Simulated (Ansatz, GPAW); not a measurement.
## KZnCl3 (Pm-3m): refractive index against wavelength

The refractive index of KZnCl3 (Pm-3m) below the direct gap (1.88 eV on the mesh) is read from one computed spectrum, n = √(Re ε).

It takes space group Pm-3m (No. 221, cubic). Conventional cell: a = 5.049 Å, b = 5.049 Å, c = 5.049 Å, α = 90.00°, β = 90.00°, γ = 90.00°. Around Zn on site b lie 6 Cl at 2.52 Å. K on site a is surrounded by 12 Cl at 3.57 Å. Cl on site c is surrounded by 2 Zn at 2.52 Å.

Method: GPAW 26.7.0, revPBE, RPA, k-mesh 6×6×6, local fields up to 50 eV, Lorentzian half width 0.05 eV.

Launch of the response step: `OMP_NUM_THREADS=1 python df.py`. The run took 4.7 min, its band step included, on 1 thread of Arm Neoverse V2 (shared host).

| wavelength (nm) | photon energy E (eV) | n |
| --- | --- | --- |
| 3000 | 0.413 | 1.7815 |
| 2000 | 0.620 | 1.7866 |
| 1550 | 0.800 | 1.7931 |
| 1310 | 0.946 | ? |
| 1064 | 1.165 | 1.8144 |

In the single-oscillator model n² − 1 = E₀E_d/(E₀² − E²), so 1/(n² − 1) = E₀/E_d − E²/(E₀E_d) is linear in E².

Working, on the rows shown:

| x = E² (eV²) | y = 1/(n² − 1) |
| --- | --- |
| 0.170801 | 0.460036 |
| 0.384302 | 0.456217 |
| 0.639837 | 0.451425 |
| 1.35784 | 0.436291 |

Means: x̄ = 0.6382, ȳ = 0.45099. Σ(x − x̄)(y − ȳ) = -0.01613, Σ(x − x̄)² = 0.8008. Slope = -0.01613 / 0.8008 = -0.02015; intercept = ȳ − slope · x̄ = 0.46385. Turned back into n, the line misses the rows shown by at most 0.00064.

Predict the last column of the withheld row from the fit.

At x = 0.89576 the line gives y = 0.4458, that is 1.8009. The run gave 1.8001, so the interpolation is off by 0.00077, 2 % of the range in the table.

Refitted with all rows, the slope is -0.02001 and the intercept 0.46387. These give E₀ = √(intercept/−slope) = 4.81 eV and E_d = E₀/intercept = 10.4 eV; E₀ is 2.6 times the direct gap. The electronic limit at long wavelengths, without lattice vibrations, is n = √(1 + 1/intercept) = 1.776. The structure is a model and need not exist. Excitons are left out; revPBE gaps are as a rule too small. The values come from a sum over the points of one k-mesh and carry its error, which grows as the direct gap shrinks.
